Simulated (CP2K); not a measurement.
Two runs for the C K edge of 3-cyanopyrrole. Run A: CP2K XAS_TDP, all-electron GAPW, PBEh(45%), aug-cc-pVDZ, TDA, no relativity. Run B differs in one setting.

First lines with a strength over 0.0015. A:

```tsv
atom	energy (eV)	states	strength, one atom
C2 (bonded to C and N)	282.33	1	0.0433
	282.46	1	0.0551
	285.72	1	0.0048
	287.13	1	0.0190
	287.97	1	0.0023
C3 (bonded to 3 C)	282.58	1	0.0347
	285.11	1	0.0019
	285.92	1	0.0026
	286.26	1	0.0126
	286.53	1	0.0039
C4 (bonded to 2 C and H)	282.09	1	0.0521
	284.47	1	0.0060
	285.01	1	0.0051
	285.44	1	0.0072
	285.55	1	0.0033
C5 (bonded to C, N and H)	282.71	1	0.0532
	284.84	1	0.0110
	285.80	1	0.0039
	286.32	1	0.0019
	286.59	1	0.0036
C7 (bonded to C, N and H)	282.32	1	0.0536
	285.17	1	0.0106
	286.17	1	0.0041
	286.64	1	0.0021
	286.83	1	0.0043
```

B:

```tsv
atom	energy (eV)	states	strength, one atom
C2 (bonded to C and N)	288.79	1	0.0424
	288.91	1	0.0539
	292.17	1	0.0047
	293.58	1	0.0186
	294.42	1	0.0023
C3 (bonded to 3 C)	288.04	1	0.0341
	290.57	1	0.0018
	291.38	1	0.0026
	291.72	1	0.0124
	291.99	1	0.0038
C4 (bonded to 2 C and H)	287.91	1	0.0511
	290.28	1	0.0059
	290.82	1	0.0050
	291.26	1	0.0071
	291.36	1	0.0033
C5 (bonded to C, N and H)	288.42	1	0.0521
	290.55	1	0.0108
	291.51	1	0.0038
	292.03	1	0.0018
	292.30	1	0.0036
C7 (bonded to C, N and H)	287.91	1	0.0526
	290.76	1	0.0104
	291.76	1	0.0040
	292.22	1	0.0021
	292.42	1	0.0042
```

Which was it: the basis, scalar relativity switched on, GW2X switched on, the functional?

GW2X switched on. GW2X shifts an atom's lines together and keeps their spacings. Against PBEh(45%) in aug-cc-pVDZ, the leading lines move by +6.46 eV (C2, to 288.79), +5.46 eV (C3, to 288.04), +5.82 eV (C4, to 287.91), +5.71 eV (C5, to 288.42) and +5.59 eV (C7, to 287.91).

[Banner, clock and machine lines of the logs are left out without a mark of their own.]

[Logs are printed without paths, hosts, clocks, repeated set-up lines and the standing remarks that a program may print on its own settings, such as how far it seeks lower states.]

[Hosts, paths, dates, database ids (printed as entryN), source tags and the programs' standing remarks are cut or masked in the printed files.]
